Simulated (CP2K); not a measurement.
Consider 2-methylthiothiophene at its PBE geometry (Å).

```xyz
13

C    -2.3446   -0.5865    1.0428
S    -1.4925   -1.3560   -0.3749
C     0.0407   -0.5099   -0.3678
C     0.4348    0.5556   -1.1587
C     1.7741    0.9623   -0.9196
C     2.3940    0.2020    0.0500
S     1.3510   -1.0150    0.6582
H    -3.3016   -1.1136    1.1457
H    -2.5327    0.4773    0.8571
H    -1.7636   -0.7146    1.9631
H    -0.2315    1.0176   -1.8842
H     2.2646    1.7820   -1.4403
H     3.4074    0.2987    0.4286
```

Method: CP2K XAS_TDP, all-electron GAPW, PBEh(45%), aug-cc-pVDZ, TDA, no relativity.

Predict the bright core excitations at the C K edge.

Leading lines: C1 283.27 eV, C3 282.34 eV, C4 281.53 eV, C5 281.78 eV and C6 281.74 eV. The leading line of an atom is its first one with 35 % of the strongest within 2.5 eV of its lowest line over the strength cut. 

The first six lines of each atom with a strength over 0.0015:

```
                     atom  energy (eV)  states  strength, one atom
 C1 (bonded to S and 3 H)       283.27       1              0.0359
                                284.53       1              0.0066
                                285.02       1              0.0135
                                285.33       1              0.0219
                                285.57       1              0.0140
                                286.19       1              0.0049
 C3 (bonded to C and 2 S)       282.34       1              0.0462
                                284.79       1              0.0360
                                285.26       1              0.0308
                                286.32       1              0.0031
                                286.73       1              0.0025
                                286.86       1              0.0021
 C4 (bonded to 2 C and H)       281.53       1              0.0462
                                284.08       1              0.0099
                                284.52       1              0.0106
                                285.15       1              0.0034
                                285.34       1              0.0029
                                285.46       1              0.0022
 C5 (bonded to 2 C and H)       281.78       1              0.0435
                                283.72       1              0.0122
                                284.37       1              0.0103
                                285.07       1              0.0049
                                285.53       1              0.0015
                                285.73       1              0.0020
C6 (bonded to C, S and H)       281.74       1              0.0502
                                284.54       1              0.0287
                                285.03       1              0.0149
                                285.57       1              0.0015
                                285.91       1              0.0019
                                286.06       1              0.0047
```

Lines are vertical, at one geometry, with no vibrational structure. Without a correction of the core level, line positions, and the gaps between valence and Rydberg lines, follow the share of exact exchange. At this level such K lines come out 3 to 6 eV under measured ones. These values hold no scalar relativity, about 0.1 eV for C 1s. Rydberg lines, and the discretised continuum above threshold, depend on the basis and the box.

[Banner, clock and machine lines of the logs are left out without a mark of their own.]

[Logs are printed without paths, hosts, clocks, repeated set-up lines and the standing remarks that a program may print on its own settings, such as how far it seeks lower states.]

[Hosts, paths, dates, database ids (printed as entryN), source tags and the programs' standing remarks are cut or masked in the printed files.]
